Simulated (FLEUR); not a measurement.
## MnGa4: parallel and opposed starts

Aim: find out whether MnGa4 carries moments, and which collinear order costs least.

Main program and level: FLEUR MaX-R8.1; PBEsol; all-electron FLAPW, Dirac cores, scalar-relativistic bands.

**What experiment says.**

“Antiferromagnetic ground state in the MnGa4 intermetallic compound” (2018, arxiv:1802.03256) reports for MnGa4, cubic PtHg4 type, by neutron powder diffraction (annealed stoichiometric polycrystalline sample, 1.5 K): moment (ordered moment per Mn) 0.8 ± 0.03 μB.

**1. The structure**

Symmetry: Im-3m, No. 229, cubic system. Conventional cell: a = 5.544 Å, b = 5.544 Å, c = 5.544 Å, α = 90.00°, β = 90.00°, γ = 90.00°. Mn has 8 Ga at 2.40 Å nearest. Nearest to Ga lie 2 Mn at 2.40 Å. Farther neighbours are not listed.

As a file:

```cif
data_structure
_symmetry_space_group_name_H-M 'P 1'
_symmetry_Int_Tables_number 1
_cell_length_a 4.8010
_cell_length_b 4.8010
_cell_length_c 4.8010
_cell_angle_alpha 109.471
_cell_angle_beta 109.471
_cell_angle_gamma 109.471
_cell_volume 85.19
loop_
_atom_site_label
_atom_site_type_symbol
_atom_site_fract_x
_atom_site_fract_y
_atom_site_fract_z
_atom_site_occupancy
Mn1 Mn 0.00000 0.00000 0.00000 1
Ga2 Ga 0.00000 0.00000 0.50000 1
Ga3 Ga 0.00000 0.50000 0.00000 1
Ga4 Ga 0.50000 0.00000 0.00000 1
Ga5 Ga 0.50000 0.50000 0.50000 1
```

The cell comes from a database of computed structures and need not be the stable phase.

**2. Run 1 (ferro +)**

The parallel start is the test of whether parallel moments hold.

inpgen writes inp.xml from crystal.txt; cutoffs, mixing, functional, smearing and local orbitals are then set in the file. The k list default-1 (kpts.xml, not shown) is a Γ-centred 8×8×8 mesh; where the ranks do not divide the number of points, some are split in two of half the weight.

Input file inp.xml:

```
<?xml version="1.0" encoding="UTF-8" standalone="no"?>
<fleurInput fleurInputVersion="0.39">
   <comment>
      MnGa4
   </comment>
   <calculationSetup>
      <cutoffs Kmax="3.71" Gmax="11.1" GmaxXC="11.1" numbands="0"/>
      <scfLoop itmax="90" minDistance="0.00002" maxIterBroyd="15" imix="Anderson" alpha="0.05" precondParam="0.0" spinf="2.0" sdNocoIR="T"/>
      <coreElectrons ctail="T" frcor="F" kcrel="0" coretail_lmax="0"/>
      <xcFunctional name="PBEs" relativisticCorrections="F"/>
      <magnetism jspins="2"/>
      <soc l_soc="F" theta="0.0" phi="0.0" spav="F"/>
      <expertModes spex="0" secvar="F"/>
      <geometryOptimization l_f="F" forcealpha="1.0" forcemix="BFGS" epsdisp="0.00001" epsforce="0.00001"/>
      <ldaU l_linMix="F" mixParam="0.05" spinf="1.0"/>
   </calculationSetup>
   <cell>
      <bzIntegration valenceElectrons="67.0" mode="hist" fermiSmearingEnergy="0.00110248">
         <kPointListSelection listName="default-1"/>
         <xi:include xmlns:xi="http://www.w3.org/2001/XInclude" href="kpts.xml"> </xi:include>
      </bzIntegration>
      <xi:include xmlns:xi="http://www.w3.org/2001/XInclude" href="sym.xml"> </xi:include>
      <bulkLattice scale="1.0">
         <bravaisMatrix>
            <row-1>   -5.2380645516314432     5.2380645516314432     5.2380645516314432</row-1>
            <row-2>    5.2380645516314432    -5.2380645516314432     5.2380645516314432</row-2>
            <row-3>    5.2380645516314432     5.2380645516314432    -5.2380645516314432</row-3>
         </bravaisMatrix>
      </bulkLattice>
   </cell>
   <atomSpecies>
      <species name="Manganese 3.501" element="Mn" atomicNumber="25">
         <mtSphere radius="2.21" gridPoints="731" logIncrement="0.017"/>
         <atomicCutoffs lmax="8" lnonsphr="6"/>
         <electronConfig flipSpins="F">
            <coreConfig>(1s1/2) (2s1/2) (2p1/2) (2p3/2)</coreConfig>
            <valenceConfig>(3s1/2) (3p1/2) (3p3/2) (4s1/2) (3d3/2) (3d5/2)</valenceConfig>
            <stateOccupation state="(3d3/2)" spinUp="1.2505" spinDown="0.7495"/>
            <stateOccupation state="(3d5/2)" spinUp="3.0" spinDown="0.0"/>
         </electronConfig>
         <energyParameters s="4" p="4" d="3" f="4"/>
         <lo type="SCLO" l="0" n="3" eDeriv="0"/>
         <lo type="SCLO" l="1" n="3" eDeriv="0"/>
      </species>
      <species name="Gallium (Ga)" element="Ga" atomicNumber="31">
         <mtSphere radius="2.21" gridPoints="731" logIncrement="0.017"/>
         <atomicCutoffs lmax="8" lnonsphr="6"/>
         <electronConfig flipSpins="F">
            <coreConfig>(1s1/2) (2s1/2) (2p1/2) (2p3/2) (3s1/2) (3p1/2) (3p3/2)</coreConfig>
            <valenceConfig>(4s1/2) (3d3/2) (3d5/2) (4p1/2) (4p3/2)</valenceConfig>
            <stateOccupation state="(4p1/2)" spinUp="0.166667" spinDown="0.166667"/>
            <stateOccupation state="(4p3/2)" spinUp="0.333333" spinDown="0.333333"/>
         </electronConfig>
         <energyParameters s="4" p="4" d="3" f="4"/>
      </species>
   </atomSpecies>
   <atomGroups>
      <atomGroup species="Manganese 3.501">
         <relPos label="                   1">.0000000000 .0000000000 .0000000000</relPos>
         <force calculate="T" relaxXYZ="TTT"/>
      </atomGroup>
      <atomGroup species="Gallium (Ga)">
         <relPos label="                   2">.0000000000 .0000000000 1.000/2.000</relPos>
         <relPos label="                   3">.0000000000 1.000/2.000 .0000000000</relPos>
         <relPos label="                   4">1.000/2.000 .0000000000 .0000000000</relPos>
         <relPos label="                   5">1.000/2.000 1.000/2.000 1.000/2.000</relPos>
         <force calculate="T" relaxXYZ="TTT"/>
      </atomGroup>
   </atomGroups>
   <output dos="F" band="F" slice="F">
      <bandDOS minEnergy="-.5*Htr" maxEnergy="0.5*Htr" sigma="0.015" storeEVData="T"/>
      <plotting iplot="0" polar="F">
         <plot TwoD="T" vec1="  1.0  0.0  0.0" vec2="  0.0  1.0  0.0" vec3="  0.0  0.0  1.0" zero="  0.0  0.0  0.0" file="plot"/>
      </plotting>
      <moessbauerParams electricFieldGradient="F" isomerShift="F" coreHyperfine="F" valenceHyperfine="F"/>
   </output>
</fleurInput>
```

Input file crystal.txt:

```
MnGa4
&input film=F cartesian=F /
-2.77186439000  2.77186439000  2.77186439000
2.77186439000  -2.77186439000  2.77186439000
2.77186439000  2.77186439000  -2.77186439000
1.8897261246
1.0 1.0 1.0

5
25 0.00000000000  0.00000000000  0.00000000000 : 3.501
31 0.00000000000  0.00000000000  0.50000000000
31 0.00000000000  0.50000000000  0.00000000000
31 0.50000000000  0.00000000000  0.00000000000
31 0.50000000000  0.50000000000  0.50000000000

&kpt div1=8 div2=8 div3=8 gamma=T /
```

The run is started by

```sh
OMP_NUM_THREADS=1 inpgen -f crystal.txt > inpgen.log  # inp.xml is then edited as shown
OMP_NUM_THREADS=1 mpirun -n 4 fleur_MPI > fleur.log
```

Log:

```text
Welcome to FLEUR        (www.flapw.de)
      MaX-Release 8.1          (www.max-centre.eu)

 ========== k-point set info ==========
 Selected k-point list: default-1
 k-point list type: mesh
 0 x 0 x 0
 Number of k points: 32

 ------------Calculation Setup---------------------------
 Number of MPI-tasks      :            4
 Number of PE/node        :            4
 Number of OMP-threads    :            1
 k-points in parallel     :            4
 pe's per k-point         :            1
 No of k-point loops      :            8
 Eigenvalue solver        :       lapack
 Number of basis functions:          561
 Approximate size of matrices (H+S) per k-point:         0.005 GB
 --------------------------------------------------------
 Iteration:     1   Distance:      21.42638222 me/bohr^3
 Iteration:     2   Distance:      18.89563110 me/bohr^3
 Iteration:     3   Distance:      17.77474650 me/bohr^3
 Iteration:     4   Distance:      18.82789236 me/bohr^3
 Iteration:     5   Distance:      10.37653241 me/bohr^3
 Iteration:     6   Distance:       6.29603490 me/bohr^3
 Iteration:     7   Distance:       4.83647368 me/bohr^3
 Iteration:     8   Distance:       3.61029448 me/bohr^3
 Iteration:     9   Distance:       3.37884946 me/bohr^3
 Iteration:    10   Distance:       2.51893941 me/bohr^3
 Iteration:    11   Distance:       1.30514241 me/bohr^3
 Iteration:    12   Distance:       1.22282821 me/bohr^3
 Iteration:    13   Distance:       0.39932211 me/bohr^3
 Iteration:    14   Distance:       0.31846994 me/bohr^3
 Iteration:    15   Distance:       0.06479156 me/bohr^3
 Iteration:    16   Distance:       0.06329707 me/bohr^3
 Iteration:    17   Distance:       0.04627912 me/bohr^3
 Iteration:    18   Distance:       0.01323480 me/bohr^3
 Iteration:    19   Distance:       0.00738019 me/bohr^3
 Iteration:    20   Distance:       0.01378815 me/bohr^3
 Iteration:    21   Distance:       0.00328757 me/bohr^3
 Iteration:    22   Distance:       0.00105075 me/bohr^3
 Iteration:    23   Distance:       0.00043348 me/bohr^3
 Iteration:    24   Distance:       0.00014897 me/bohr^3
 Iteration:    25   Distance:       0.00002632 me/bohr^3
 Iteration:    26   Distance:       0.00007785 me/bohr^3
 Iteration:    27   Distance:       0.00000654 me/bohr^3

 ********************************************************************
 Run finished successfully
 Stop message:
   all done
 ********************************************************************

--- out.xml (last complete iteration) ---
<iteration numberForCurrentRun="   27" overallNumber="   27">
         <energyParameters units="Htr">
            <atomicEP atomType="1" spin="1" branch="4s" branchLowest="-2.62" branchHighest="2.18" value="0.0545326850"/>
            <atomicEP atomType="1" spin="1" branch="4p" branchLowest="-1.46" branchHighest="2.76" value="0.1764809370"/>
            <atomicEP atomType="1" spin="1" branch="3d" branchLowest="-9.99" branchHighest="0.41" value="0.1948489109"/>
            <atomicEP atomType="1" spin="1" branch="4f" branchLowest="-9.99" branchHighest="3.59" value="0.4797686497"/>
            <loAtomicEP atomType="1" spin="1" branch="3s" branchLowest="-26.80" branchHighest="-2.62" value="-2.6422623549"/>
            <loAtomicEP atomType="1" spin="1" branch="3p" branchLowest="-22.63" branchHighest="-1.46" value="-1.5001976909"/>
            <atomicEP atomType="2" spin="1" branch="4s" branchLowest="-5.01" branchHighest="1.21" value="-0.0124836363"/>
            <atomicEP atomType="2" spin="1" branch="4p" branchLowest="-3.20" branchHighest="1.87" value="0.1745702430"/>
            <atomicEP atomType="2" spin="1" branch="3d" branchLowest="-9.99" branchHighest="-0.24" value="-0.2808931829"/>
            <atomicEP atomType="2" spin="1" branch="4f" branchLowest="-9.99" branchHighest="3.65" value="0.5212731248"/>
            <atomicEP atomType="1" spin="2" branch="4s" branchLowest="-2.60" branchHighest="2.21" value="0.0610366064"/>
            <atomicEP atomType="1" spin="2" branch="4p" branchLowest="-1.43" branchHighest="2.78" value="0.1821537922"/>
            <atomicEP atomType="1" spin="2" branch="3d" branchLowest="-9.99" branchHighest="0.43" value="0.2126352041"/>
            <atomicEP atomType="1" spin="2" branch="4f" branchLowest="-9.99" branchHighest="3.61" value="0.4847380278"/>
            <loAtomicEP atomType="1" spin="2" branch="3s" branchLowest="-26.79" branchHighest="-2.60" value="-2.6150767402"/>
            <loAtomicEP atomType="1" spin="2" branch="3p" branchLowest="-22.62" branchHighest="-1.43" value="-1.4736210291"/>
            <atomicEP atomType="2" spin="2" branch="4s" branchLowest="-5.01" branchHighest="1.21" value="-0.0132853017"/>
            <atomicEP atomType="2" spin="2" branch="4p" branchLowest="-3.20" branchHighest="1.87" value="0.1737370355"/>
            <atomicEP atomType="2" spin="2" branch="3d" branchLowest="-9.99" branchHighest="-0.24" value="-0.2810228606"/>
            <atomicEP atomType="2" spin="2" branch="4f" branchLowest="-9.99" branchHighest="3.65" value="0.5204332981"/>
         </energyParameters>
         <bandgap value="0.0283377802" units="eV"/>
         <sumValenceSingleParticleEnergies value="-23.3230897204" units="Htr"/>
         <FermiEnergy value="0.2699828992" units="Htr"/>
         <valenceDensity>
            <mtCharges spin="1">
               <mtCharge atomType="1" total="7.2110208" s="1.1393880" p="3.1533128" d="2.9110665" f="0.0056204"/>
               <mtCharge atomType="2" total="5.6543587" s="0.4034907" p="0.3062675" d="4.9380406" f="0.0052526"/>
            </mtCharges>
            <mtCharges spin="2">
               <mtCharge atomType="1" total="6.5281471" s="1.1371160" p="3.1523903" d="2.2316790" f="0.0052525"/>
               <mtCharge atomType="2" total="5.6633009" s="0.4100459" p="0.3092461" d="4.9381924" f="0.0046984"/>
            </mtCharges>
            <spinDependentCharge spin="1" total="33.8364869" interstitial="4.0080312" mtSpheres="29.8284556"/>
            <spinDependentCharge spin="2" total="33.1635131" interstitial="3.9821623" mtSpheres="29.1813509"/>
            <totalCharge value="67.0000000000"/>
         </valenceDensity>
         <coreStates atomType="     1" atomicNumber=" 25" spin="1" kinEnergy="    526.2611358448" eigValSum="   -330.1626456385" lostElectrons=" 0.000000">
            <state n="1" l="0" j="0.5" energy="-235.4686523441" weight="1.0000000000"/>
            <state n="2" l="0" j="0.5" energy="-26.7978338223" weight="1.0000000000"/>
            <state n="2" l="1" j="0.5" energy="-22.8870954527" weight="1.0000000000"/>
            <state n="2" l="1" j="1.5" energy="-22.5045320097" weight="2.0000000000"/>
         </coreStates>
         <coreStates atomType="     1" atomicNumber=" 25" spin="2" kinEnergy="    526.3842961826" eigValSum="   -330.1240180363" lostElectrons=" 0.000000">
            <state n="1" l="0" j="0.5" energy="-235.4686908326" weight="1.0000000000"/>
            <state n="2" l="0" j="0.5" energy="-26.7860744987" weight="1.0000000000"/>
            <state n="2" l="1" j="0.5" energy="-22.8782870354" weight="1.0000000000"/>
            <state n="2" l="1" j="1.5" energy="-22.4954828348" weight="2.0000000000"/>
         </coreStates>
         <coreStates atomType="     2" atomicNumber=" 31" spin="1" kinEnergy="    923.3030859308" eigValSum="   -555.4564644098" lostElectrons=" 0.001014">
            <state n="1" l="0" j="0.5" energy="-375.0967090298" weight="1.0000000000"/>
            <state n="2" l="0" j="0.5" energy="-45.9175522633" weight="1.0000000000"/>
            <state n="2" l="1" j="0.5" energy="-40.6116369492" weight="1.0000000000"/>
            <state n="2" l="1" j="1.5" energy="-39.5967486333" weight="2.0000000000"/>
            <state n="3" l="0" j="0.5" energy="-5.0115821031" weight="1.0000000000"/>
            <state n="3" l="1" j="0.5" energy="-3.2974825131" weight="1.0000000000"/>
            <state n="3" l="1" j="1.5" energy="-3.1640021424" weight="2.0000000000"/>
         </coreStates>
         <coreStates atomType="     2" atomicNumber=" 31" spin="2" kinEnergy="    923.3023395608" eigValSum="   -555.4567845260" lostElectrons=" 0.001014">
            <state n="1" l="0" j="0.5" energy="-375.0967466560" weight="1.0000000000"/>
            <state n="2" l="0" j="0.5" energy="-45.9175691096" weight="1.0000000000"/>
            <state n="2" l="1" j="0.5" energy="-40.6116604672" weight="1.0000000000"/>
            <state n="2" l="1" j="1.5" energy="-39.5967716222" weight="2.0000000000"/>
            <state n="3" l="0" j="0.5" energy="-5.0116238218" weight="1.0000000000"/>
            <state n="3" l="1" j="0.5" energy="-3.2975327728" weight="1.0000000000"/>
            <state n="3" l="1" j="1.5" energy="-3.1640542271" weight="2.0000000000"/>
         </coreStates>
         <allElectronCharges>
            <spinDependentCharge spin="1" total="74.8364868" interstitial="4.0120138" mtSpheres="70.8244730"/>
            <spinDependentCharge spin="2" total="74.1635131" interstitial="3.9861476" mtSpheres="70.1773655"/>
            <totalCharge value="148.9999999427"/>
         </allElectronCharges>
         <magneticMomentsInMTSpheres units="muBohr">
            <globalMagMoment atomType="1" vec="0.00000   0.00000   0.68287"/>
            <localMagMoment atomType="1" vec="0.00000   0.00000   0.68287"/>
            <globalMagMoment atomType="2" vec="0.00000   0.00000  -0.00894"/>
            <localMagMoment atomType="2" vec="0.00000   0.00000  -0.00894"/>
         </magneticMomentsInMTSpheres>
         <moessbauerParams unitsHFF="kG" unitsIS="e/bohr^3" unitsEFG="Htr/bohr^2">
         </moessbauerParams>
         <totalEnergy value="    -8928.2065102141" units="Htr">
            <sumOfEigenvalues value="    -5127.2627491382">
               <coreElectrons value="-5103.9396594178"/>
               <valenceElectrons value="-23.3230897204"/>
            </sumOfEigenvalues>
            <densityCoulombPotentialIntegral value="-13766.5163940451"/>
            <densityEffectivePotentialIntegral value="-14222.7662045954"/>
            <chargeDenXCDenIntegral value="-347.9803693719"/>
            <FockExchangeEnergyValence value="0.0000000000"/>
            <FockExchangeEnergyCore value="0.0000000000"/>
            <atomTypeDependentContributions atomType="1">
               <electronNucleiInteractionDifferentMTs value="1379.8893010687"/>
               <MadelungTerm value="-9.3256135050"/>
            </atomTypeDependentContributions>
            <atomTypeDependentContributions atomType="2">
               <electronNucleiInteractionDifferentMTs value="9345.1933985333"/>
               <MadelungTerm value="-58.0630861697"/>
            </atomTypeDependentContributions>
            <tkbTimesEntropy value="0.0002155395"/>
            <freeEnergy value="-8928.2067257536"/>
            <extrapolationTo0K value="-8928.2066179839"/>
         </totalEnergy>
         <densityConvergence units="me/bohr^3">
            <chargeDensity spin="1" distance="0.0000053452"/>
            <chargeDensity spin="2" distance="0.0000015303"/>
            <overallChargeDensity distance="0.0000043677"/>
            <spinDensity distance="0.0000065383"/>
         </densityConvergence>
      </iteration>
```

The job ended after 30 s (4 MPI ranks of AMD EPYC 9R45, shared host; peak memory 0.28 GiB; 2 min of CPU time).

Spin moment in the muffin-tin sphere by atom:

```csv
atom,spin moment in the muffin-tin sphere (μB)
Mn1,0.683
Ga2,-0.009
Ga3,-0.009
Ga4,-0.009
Ga5,-0.009
```

This step gave:

* free energy: -242948.8817 eV
* program's band gap on this mesh (in a metal only a level spacing): 0.02834 eV
* magnetization: 0.673 μB
* final state: ferromagnetic

After 27 cycles the largest moment stands at 0.683 μB.

[end of part 1 of 2]

[Logs and program files are shortened in this print: banners, set-up blocks, solver, clock and traceback lines can be left out without a mark of their own.]

[Logs are printed without paths, hosts, clocks, repeated set-up lines and the standing remarks that a program may print on its own settings, such as how far it seeks lower states.]

[Hosts, paths, dates, database ids (printed as entryN), source tags and the programs' standing remarks are cut or masked in the printed files.]

[Where a cell is said to come from a database of computed structures, the database is the Materials Project.]
